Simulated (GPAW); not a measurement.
**The basis that the transmission of naphthalene-2,7-dithiol between two Ag chains needs**

Aim: T(E), conductance and thermopower of naphthalene-2,7-dithiol between two Ag chains, and what cheaper settings cost in accuracy.

Program: GPAW 26.7.0. Level of theory: GPAW LCAO, PAW setups; Landauer transmission from Green's functions with principal layers (ASE), zero bias. Results are calculated unless marked as measured.

### 1. Starting point

The cell holds 30 atoms: 12 Ag, 2 S, 6 H and 10 C. Its edges and angles: a = 17.540 Å, b = 9.075 Å, c = 40.180 Å, α = 90.0°, β = 90.0°, γ = 90.0°. Regions: left lead, 6 atoms (6 Ag); channel, 18 atoms (2 S, 6 H and 10 C); right lead, 6 atoms (6 Ag). Vacuum lies along a and b. The structure is stacked along c, and the current runs across the ab planes.

### 2. GPAW, dzp

Localised orbitals split the wire into layers that couple to their neighbours alone, which is what the Green's function method needs; double zeta with polarisation is the usual level for numbers.

Contents of run.py:

```python
import json
import numpy as np
from ase import Atoms
from ase.transport.calculators import TransportCalculator
from gpaw import GPAW, FermiDirac
from gpaw.lcao.tools import get_lcao_hamiltonian
from scipy.linalg import eigh

# The junction with lead layers at both ends, along the third cell vector
device = Atoms(
    ['Ag', 'Ag', 'Ag', 'Ag', 'Ag', 'Ag', 'S', 'H', 'C', 'C', 'H', 'H', 'C', 'C', 'C', 'C', 'C', 'C', 'H', 'H', 'C', 'C', 'H', 'S', 'Ag', 'Ag', 'Ag', 'Ag', 'Ag', 'Ag'],
    positions=[
        [8.77003, 4.53747, 1.33000],
        [8.77003, 4.53747, 3.99000],
        [8.77003, 4.53747, 6.65000],
        [8.77003, 4.53747, 9.31000],
        [8.77003, 4.53747, 11.97000],
        [8.77003, 4.53747, 14.63000],
        [10.23400, 3.25512, 16.10173],
        [13.06081, 3.25225, 16.72254],
        [11.10975, 3.26382, 17.65074],
        [12.50420, 3.25765, 17.65694],
        [14.29007, 3.25391, 18.84524],
        [9.32619, 3.25000, 18.85892],
        [10.41403, 3.25972, 18.86370],
        [13.20233, 3.25811, 18.86699],
        [12.51526, 3.26063, 20.09006],
        [11.10177, 3.26090, 20.09006],
        [13.20233, 3.25811, 21.31312],
        [10.41403, 3.25972, 21.31641],
        [9.32619, 3.25000, 21.32120],
        [14.29007, 3.25391, 21.33488],
        [12.50420, 3.25766, 22.52317],
        [11.10975, 3.26383, 22.52938],
        [13.06082, 3.25226, 23.45757],
        [10.23400, 3.25512, 24.07839],
        [8.77003, 4.53747, 25.55011],
        [8.77003, 4.53747, 28.21011],
        [8.77003, 4.53747, 30.87011],
        [8.77003, 4.53747, 33.53011],
        [8.77003, 4.53747, 36.19011],
        [8.77003, 4.53747, 38.85011]],
    cell=[[17.54007, 0.0, 0.0], [0.0, 9.07494, 0.0], [0.0, 0.0, 40.18011]],
    pbc=True)

# One principal layer of the lead: the first 4 atoms of the device
lead = Atoms(
    ['Ag', 'Ag', 'Ag', 'Ag'],
    positions=[
        [8.77003, 4.53747, 1.33000],
        [8.77003, 4.53747, 3.99000],
        [8.77003, 4.53747, 6.65000],
        [8.77003, 4.53747, 9.31000]],
    cell=[[17.54007, 0.0, 0.0], [0.0, 9.07494, 0.0], [0.0, 0.0, 10.64]],
    pbc=True)

settings = dict(mode='lcao', basis='dzp', xc='PBE', h=0.2,
                occupations=FermiDirac(0.1), maxiter=250,
                mixer=dict(beta=0.1, nmaxold=8, weight=100.0),
                convergence=dict(density=0.0001))
energies = np.arange(-2, 2 + 1e-9, 0.05)
eta = 0.0001
n1, n2 = 1, 1
# k and -k transmit alike, so half of the mesh across the current serves
mesh = [(i, j) for i in range(n1) for j in range(n2) if (i, j) <= (-i % n1, -j % n2)]
weights = np.array([1 if (i, j) == (-i % n1, -j % n2) else 2 for i, j in mesh]) / (n1 * n2)

# [... helper functions left out ...]
fermi_lead = ground_state(lead, (1, 1, 11), 'lead.txt')
fermi_device = ground_state(device, (1, 1, 2), 'device.txt')
# [... loop over the mesh left out, but for ...]
        # Shift the lead onto the potential of the device's first layer
        shift = ((H[:, 0, 0] - H0[:, 0, 0]) / S0[0, 0]).real.mean()
# [...]
kT = 8.617333e-5 * 500
bias = [0.1, 0.2, 0.5, 1.0, 1.5, 2.0]
# [... integrals and printing left out ...]
```

Started as:

```bash
$ OMP_NUM_THREADS=1 OPENBLAS_NUM_THREADS=1 python run.py
```

Output:

```text
basis functions: device 510, principal layer 108
Fermi level: lead -4.2636 eV, device -4.2006 eV; lead shifted by 0.0047 eV
largest coupling past the next layer 3.56e-05 eV, largest misfit of the first layer 0.091 eV
  E-E_F (eV)   T (one spin)  channels
    -2.000    3.7554e-02    3.0000
    -1.950    2.7975e-02    3.0000
    -1.900    2.0794e-02    3.0000
    -1.850    1.3893e-02    3.0000
    -1.800    6.0641e-03    3.0000
    -1.750    1.9999e-04    1.0000
    -1.700    8.0299e-05    1.0000
    -1.650    2.9993e-05    1.0000
    -1.600    1.6708e-06    1.0000
    -1.550    5.4398e-14    0.0000
    -1.500    3.5890e-14    0.0000
    -1.450    3.4945e-14    0.0000
    -1.400    3.4661e-14    0.0000
    -1.350    3.5296e-14    0.0000
    -1.300    3.0803e-14    0.0000
    -1.250    3.1901e-14    0.0000
[...]
1.650    1.6238e-04    1.0000
     1.700    2.0641e-04    1.0000
     1.750    2.6263e-04    1.0000
     1.800    3.3496e-04    1.0000
     1.850    4.2922e-04    1.0000
     1.900    5.5352e-04    1.0000
     1.950    7.1999e-04    1.0000
     2.000    9.4702e-04    1.0000
conductance at 500 K: 0.054611 G0 a cell; thermopower 212.6 uV/K
current from the zero-bias T(E) at 0.1 V: 0.46345 uA
current from the zero-bias T(E) at 0.2 V: 1.1658 uA
current from the zero-bias T(E) at 0.5 V: 5.6785 uA
current from the zero-bias T(E) at 1.0 V: 13.651 uA
current from the zero-bias T(E) at 1.5 V: 17.407 uA
current from the zero-bias T(E) at 2.0 V: 17.657 uA
```

Wall time 2.6 min (1 thread of Arm Neoverse V1, shared host); peak memory 2.3 GiB.

Numbers from this step:

| Item | Value |
| --- | --- |
| conductance | 0.05461 G₀ |
| thermopower | 212.6 μV/K |
| largest coupling past the next principal layer | 3.56e-5 eV |
| largest misfit of the first principal layer | 0.09073 eV |
| shift that aligns the lead | 0.004683 eV |
| basis functions of the junction | 510 |
| basis functions of a principal layer | 108 |
| transmission at the Fermi level (one spin) | 0.01861 |
| open channels of the lead at the Fermi level (one spin) | 1 |

One spin. The transmission, zone mean by energy, zero at the Fermi level:

```tsv
energy (eV)	transmission, zone mean
-2.00	0.0376
-1.90	0.0208
-1.80	0.00606
-1.70	8.0e-5
-1.55	0
-1.45	0
-1.35	0
-1.25	0
-1.15	0
-1.05	6.5e-4
-0.90	0.00673
-0.80	0.0148
-0.70	0.0337
-0.60	0.120
-0.50	0.932
-0.40	0.836
-0.25	0.628
-0.20	0.654
-0.15	0.396
-0.05	0.0511
0.00	0.0186
0.05	0.00751
0.15	0.00159
0.25	4.4e-4
0.40	9.2e-5
0.50	3.7e-5
0.60	1.5e-5
0.70	5.5e-6
0.80	1.2e-6
0.90	1.1e-9
1.05	3.0e-6
1.15	8.8e-6
1.25	1.9e-5
1.35	3.5e-5
1.45	6.0e-5
1.55	1.0e-4
1.70	2.1e-4
1.80	3.3e-4
1.90	5.5e-4
2.00	9.5e-4
```

Crossings of the lead's bands, unfolded to its shortest repeat. Table of open channels, zone mean by energy, zero at the Fermi level:

```tsv
energy (eV)	open channels, zone mean
-2.000	3
-1.800	3
-1.600	1
-1.400	0
-1.200	0
-1.000	1
-0.800	1
-0.600	1
-0.400	1
-0.200	1
0.000	1
0.200	1
0.400	1
0.600	1
0.800	1
1.000	1
1.200	1
1.400	1
1.600	1
1.800	1
2.000	1
```

Not self-consistent under bias; the bias window is split evenly. Table of current through one cell, from the zero-bias transmission by bias:

```tsv
bias (V)	current through one cell, from the zero-bias transmission (μA)
0.100	0.463
0.200	1.17
0.500	5.68
1.000	13.7
1.500	17.4
2.000	17.7
```

Transmission of the three most open eigenchannels against energy, zero at the Fermi level:

```tsv
energy (eV)	channel 1	channel 2	channel 3
-2.00	0.0322	0.00536	2.8e-6
-1.85	0.0108	0.00312	2.3e-6
-1.70	8.0e-5	1.4e-12	0
-1.60	1.7e-6	0	0
-1.45	0	0	0
-1.30	0	0	0
-1.15	0	0	0
-1.05	6.5e-4	1.1e-10	0
-0.90	0.00673	0	0
-0.75	0.0218	0	0
-0.60	0.120	0	0
-0.50	0.932	0	0
-0.35	0.124	0	0
-0.20	0.654	0	0
-0.05	0.0511	0	0
0.00	0.0186	0	0
0.05	0.00751	0	0
0.20	8.1e-4	0	0
0.35	1.5e-4	0	0
0.50	3.7e-5	0	0
0.60	1.5e-5	0	0
0.75	2.9e-6	0	0
0.90	9.2e-10	1.8e-10	0
1.05	3.0e-6	0	0
1.15	8.8e-6	0	0
1.30	2.6e-5	0	0
1.45	6.0e-5	0	0
1.60	1.3e-4	0	0
1.70	2.1e-4	0	0
1.85	4.3e-4	0	0
2.00	9.5e-4	0	0
```

Couplings past the next layer reach 3.6e-5 eV, small enough to drop; the matrix elements of the cell's first layer differ from the bulk lead's by up to 0.091 eV. That layer keeps its own values in the calculation, and only beyond it is the lead taken as perfect. The Fermi levels of lead and junction count from different zeros of potential, one for each periodic cell; with both set to zero, the small remaining shift is what aligns them. By hand: G = 0.05461 × 77.48 μS = 4.23 μS, a resistance of 236 kΩ; at 0.1 V a linear junction would pass 0.423 μA, and the integral over the bias window gives 0.463 μA. Mott's formula, S = -(π²/3)(k_B²T/e) d ln T/dE, has the prefactor 12.2 μV/K·eV at 500 K; T = 0.05107 at -0.05 eV and 0.007512 at 0.05 eV give a slope of -19.2 per eV and S = 234 μV/K, beside 213 μV/K from the thermal integral, which interpolates the same grid.

### 3. GPAW, szp: basis = "szp(dzp)"

One radial function a shell plus polarisation makes the matrices smaller; the question is what that costs.

run.py, as its differences from that of step 2:

```diff
@@ -56,3 +56,3 @@
 
-settings = dict(mode='lcao', basis='dzp', xc='PBE', h=0.2,
+settings = dict(mode='lcao', basis='szp(dzp)', xc='PBE', h=0.2,
                 occupations=FermiDirac(0.1), maxiter=250,
```

Output:

```text
basis functions: device 312, principal layer 60
Fermi level: lead -4.2128 eV, device -4.4221 eV; lead shifted by 0.0107 eV
largest coupling past the next layer 3.56e-05 eV, largest misfit of the first layer 0.108 eV
  E-E_F (eV)   T (one spin)  channels
    -2.000    8.9327e-03    3.0000
    -1.950    8.8485e-03    3.0000
    -1.900    8.9838e-03    3.0000
    -1.850    8.8850e-03    3.0000
    -1.800    7.2443e-03    3.0000
    -1.750    2.2498e-03    3.0000
    -1.700    3.4218e-05    1.0000
    -1.650    1.4132e-05    1.0000
    -1.600    2.2119e-06    1.0000
    -1.550    3.3738e-10    0.0000
    -1.500    7.4369e-15    0.0000
    -1.450    2.5026e-15    0.0000
    -1.400    2.4134e-15    0.0000
    -1.350    2.4459e-15    0.0000
    -1.300    2.5073e-15    0.0000
    -1.250    2.6174e-15    0.0000
[...]
1.650    1.4263e-03    1.0000
     1.700    2.0586e-03    1.0000
     1.750    3.0579e-03    1.0000
     1.800    4.7214e-03    1.0000
     1.850    7.7025e-03    1.0000
     1.900    1.3606e-02    1.0000
     1.950    2.7232e-02    1.0000
     2.000    6.7759e-02    1.0000
conductance at 500 K: 0.010313 G0 a cell; thermopower 309.7 uV/K
current from the zero-bias T(E) at 0.1 V: 0.091344 uA
current from the zero-bias T(E) at 0.2 V: 0.26093 uA
current from the zero-bias T(E) at 0.5 V: 2.5949 uA
current from the zero-bias T(E) at 1.0 V: 13.192 uA
current from the zero-bias T(E) at 1.5 V: 16.196 uA
current from the zero-bias T(E) at 2.0 V: 16.285 uA
```

Run time: 93 s. Hardware: 1 thread; peak memory 2.2 GiB.

This step gave:

```
conductance                                 : 0.01031 G₀
largest misfit of the first principal layer : 0.1083 eV
shift that aligns the lead                  : 0.01068 eV
basis functions of the junction             : 312
basis functions of a principal layer        : 60
transmission at the Fermi level (one spin)  : 0.002551
```

One spin. The transmission, zone mean by energy, zero at the Fermi level:

```tsv
energy (eV)	transmission, zone mean
-2.00	0.00893
-1.90	0.00898
-1.80	0.00724
-1.70	3.4e-5
-1.55	3.4e-10
-1.45	0
-1.35	0
-1.25	0
-1.15	0
-1.05	2.1e-5
-0.90	0.00123
-0.80	0.00439
-0.70	0.0140
-0.60	0.0622
-0.50	0.519
-0.45	0.925
-0.40	0.899
-0.25	0.611
-0.15	0.0493
-0.05	0.00583
0.00	0.00255
0.05	0.00123
0.15	3.5e-4
0.25	1.2e-4
0.40	3.1e-5
0.50	1.2e-5
0.60	3.4e-6
0.70	1.8e-7
0.80	9.9e-7
0.90	6.4e-6
1.05	2.8e-5
1.15	5.9e-5
1.25	1.1e-4
1.35	2.1e-4
1.45	3.9e-4
1.55	7.3e-4
1.70	0.00206
1.80	0.00472
1.90	0.0136
2.00	0.0678
```

Crossings of the lead's bands, unfolded to its shortest repeat. The open channels, zone mean by energy, zero at the Fermi level:

```tsv
energy (eV)	open channels, zone mean
-2.00	3
-1.90	3
-1.80	3
-1.70	1
-1.55	0
-1.45	0
-1.35	0
-1.25	0
-1.15	0
-1.05	1
-0.90	1
-0.80	1
-0.70	1
-0.60	1
-0.50	1
-0.40	1
-0.25	1
-0.15	1
-0.05	1
0.00	1
0.05	1
0.15	1
0.25	1
0.40	1
0.50	1
0.60	1
0.70	1
0.80	1
0.90	1
1.05	1
1.15	1
1.25	1
1.35	1
1.45	1
1.55	1
1.70	1
1.80	1
1.90	1
2.00	1
```

Not self-consistent under bias; the bias window is split evenly. The current through one cell, from the zero-bias transmission by bias:

```tsv
bias (V)	current through one cell, from the zero-bias transmission (μA)
0.100	0.0913
0.200	0.261
0.500	2.59
1.000	13.2
1.500	16.2
2.000	16.3
```

The transmission of the three most open eigenchannels by energy, zero at the Fermi level:

```tsv
energy (eV)	channel 1	channel 2	channel 3
-2.000	0.00801	9.2e-4	1.0e-6
-1.800	0.00675	4.9e-4	8.6e-7
-1.600	2.2e-6	0	0
-1.400	0	0	0
-1.200	0	0	0
-1.000	1.8e-4	0	0
-0.800	0.00439	0	0
-0.600	0.0622	0	0
-0.400	0.899	0	0
-0.200	0.206	0	0
0.000	0.00255	0	0
0.200	2.0e-4	0	0
0.400	3.1e-5	0	0
0.600	3.4e-6	0	0
0.800	9.9e-7	0	0
1.000	1.9e-5	0	0
1.200	8.2e-5	0	0
1.400	2.9e-4	0	0
1.600	0.00101	0	0
1.800	0.00472	0	0
2.000	0.0678	0	0
```

The conductance, 0.0103 G₀, lies a factor of 5.3 below that of the dzp run.

### 4. GPAW, sz: basis = "sz(dzp)"

The minimal basis is the cheapest rung: no second zeta and no polarisation.

run.py, as its differences from that of step 3:

```diff
@@ -56,3 +56,3 @@
 
-settings = dict(mode='lcao', basis='szp(dzp)', xc='PBE', h=0.2,
+settings = dict(mode='lcao', basis='sz(dzp)', xc='PBE', h=0.2,
                 occupations=FermiDirac(0.1), maxiter=250,
```

Output:

```text
basis functions: device 198, principal layer 48
Fermi level: lead -4.2218 eV, device -4.5019 eV; lead shifted by 0.0175 eV
largest coupling past the next layer 3.59e-05 eV, largest misfit of the first layer 0.092 eV
  E-E_F (eV)   T (one spin)  channels
    -2.000    2.0218e-02    4.0000
    -1.950    9.4657e-03    3.0000
    -1.900    3.1215e-02    3.0000
[...]
1.950    1.0105e-01    1.0000
     2.000    6.5491e-01    1.0000
conductance at 500 K: 0.0081886 G0 a cell; thermopower 334.6 uV/K
current from the zero-bias T(E) at 0.1 V: 0.073083 uA
current from the zero-bias T(E) at 0.2 V: 0.21437 uA
current from the zero-bias T(E) at 0.5 V: 2.5263 uA
current from the zero-bias T(E) at 1.0 V: 11.646 uA
current from the zero-bias T(E) at 1.5 V: 13.296 uA
current from the zero-bias T(E) at 2.0 V: 13.334 uA
```

Run time: 73 s. Hardware: 1 thread; peak memory 2.1 GiB.

Numbers from this step:

```
conductance                                    : 0.008189 G₀
largest coupling past the next principal layer : 3.59e-5 eV
largest misfit of the first principal layer    : 0.09200 eV
shift that aligns the lead                     : 0.01749 eV
basis functions of the junction                : 198
basis functions of a principal layer           : 48
transmission at the Fermi level (one spin)     : 0.002056
```

One spin. Transmission, zone mean against energy, zero at the Fermi level:

```tsv
energy (eV)	transmission, zone mean
-2.00	0.0202
-1.85	0.0557
-1.75	0.697
-1.70	0.361
-1.60	0.0121
-1.45	1.4e-5
-1.30	0
-1.15	0
-1.05	2.1e-11
-0.90	4.7e-4
-0.75	0.00323
-0.60	0.0248
-0.50	0.223
-0.40	0.788
-0.35	0.442
-0.25	0.790
-0.20	0.133
-0.05	0.00407
0.00	0.00206
0.05	0.00115
0.20	3.0e-4
0.35	1.1e-4
0.50	5.0e-5
0.60	2.8e-5
0.75	8.9e-6
0.90	2.4e-7
1.05	6.5e-6
1.15	2.6e-5
1.30	1.1e-4
1.45	3.4e-4
1.60	0.00109
1.70	0.00256
1.85	0.0138
2.00	0.655
```

The conductance, 0.00819 G₀, lies a factor of 6.7 below that of the dzp run.

### 5. RPBE in the dzp basis: xc = "RPBE"

Back in the dzp basis, the functional changes from PBE to RPBE, to set the spread between functionals beside that between bases.

run.py, as its differences from that of step 4:

```diff
@@ -56,3 +56,3 @@
 
-settings = dict(mode='lcao', basis='sz(dzp)', xc='PBE', h=0.2,
+settings = dict(mode='lcao', basis='dzp', xc='RPBE', h=0.2,
                 occupations=FermiDirac(0.1), maxiter=250,
```

Output:

```text
basis functions: device 510, principal layer 108
Fermi level: lead -4.0940 eV, device -4.0577 eV; lead shifted by 0.0059 eV
largest coupling past the next layer 3.60e-05 eV, largest misfit of the first layer 0.081 eV
  E-E_F (eV)   T (one spin)  channels
    -2.000    3.5904e-02    3.0000
    -1.950    2.3369e-02    3.0000
    -1.900    1.1743e-02    3.0000
[...]
1.950    6.7792e-04    1.0000
     2.000    8.8840e-04    1.0000
conductance at 500 K: 0.054703 G0 a cell; thermopower 216.2 uV/K
current from the zero-bias T(E) at 0.1 V: 0.46537 uA
current from the zero-bias T(E) at 0.2 V: 1.1787 uA
current from the zero-bias T(E) at 0.5 V: 5.8943 uA
current from the zero-bias T(E) at 1.0 V: 12.177 uA
current from the zero-bias T(E) at 1.5 V: 15.485 uA
current from the zero-bias T(E) at 2.0 V: 15.724 uA
```

It took 2.6 min on 1 thread; peak memory 2.3 GiB.

This step gave:

| Item | Value |
| --- | --- |
| conductance | 0.05470 G₀ |
| thermopower | 216.2 μV/K |
| largest coupling past the next principal layer | 3.60e-5 eV |
| largest misfit of the first principal layer | 0.08146 eV |
| shift that aligns the lead | 0.005891 eV |
| basis functions of the junction | 510 |
| basis functions of a principal layer | 108 |
| transmission at the Fermi level (one spin) | 0.01823 |

The conductance equals that of the dzp run to 0.2 %.

### 6. The ladder

Times are for 1 thread of Arm Neoverse V1, shared host. The series side by side:

```tsv
no.	run	conductance (G₀)	time	memory (GiB)
1	dzp	0.05461	2.6 min	2.3
2	szp	0.01031	93 s	2.2
3	sz	0.008189	73 s	2.1
4	dzp RPBE	0.05470	2.6 min	2.3
```

### 7. The levels side by side

The curves are compared point by point over the common energies.

This step: comparison of transmission and cost over codes and levels (GPAW 26.7.0).

Ladder, by row:

```tsv
step	code	T at the Fermi level (sum over the listed spins)	conductance (G0)	r.m.s. T(E) from the first	wall time (s)	peak memory (GiB)	threads
dzp	GPAW	0.01861	0.05461	0	153.8	2.29	1
szp	GPAW	0.00255	0.01031	0.1215	92.54	2.21	1
sz	GPAW	0.002056	0.008189	0.1741	72.75	2.14	1
dzp-RPBE	GPAW	0.01823	0.0547	0.07539	154.7	2.29	1
```

Table of transmission, zone mean, sum over the listed spins by energy, zero at the Fermi level:

```tsv
energy (eV)	dzp	szp	sz	dzp-RPBE
-2.000	0.0376	0.00893	0.0202	0.0359
-1.800	0.00606	0.00724	0.139	1.5e-4
-1.600	1.7e-6	2.2e-6	0.0121	3.2e-14
-1.400	3.5e-14	2.4e-15	1.6e-6	2.8e-14
-1.200	3.7e-14	2.9e-15	2.9e-17	2.8e-14
-1.000	0.00238	1.8e-4	5.5e-5	0.00231
-0.800	0.0148	0.00439	0.00182	0.0140
-0.600	0.120	0.0622	0.0248	0.123
-0.500	0.932	0.519	0.223	0.704
-0.450	0.194	0.925	0.635	0.112
-0.400	0.836	0.899	0.788	0.213
-0.250	0.628	0.611	0.790	0.691
-0.200	0.654	0.206	0.133	0.688
0.000	0.0186	0.00255	0.00206	0.0182
0.200	8.1e-4	2.0e-4	3.0e-4	8.6e-4
0.400	9.2e-5	3.1e-5	8.7e-5	1.1e-4
0.600	1.5e-5	3.4e-6	2.8e-5	2.0e-5
0.800	1.2e-6	9.9e-7	4.8e-6	2.3e-6
1.000	1.4e-6	1.9e-5	2.1e-6	6.5e-7
1.200	1.3e-5	8.2e-5	4.4e-5	1.1e-5
1.400	4.6e-5	2.9e-4	2.4e-4	4.2e-5
1.600	1.3e-4	0.00101	0.00109	1.2e-4
1.800	3.3e-4	0.00472	0.00721	3.2e-4
2.000	9.5e-4	0.0678	0.655	8.9e-4
```

(Part 1 of 2 ends here.)

[Logs are printed without paths, hosts, clocks, repeated set-up lines and the standing remarks that a program may print on its own settings, such as how far it seeks lower states.]

[Hosts, paths, dates, database ids (printed as entryN), source tags and the programs' standing remarks are cut or masked in the printed files.]
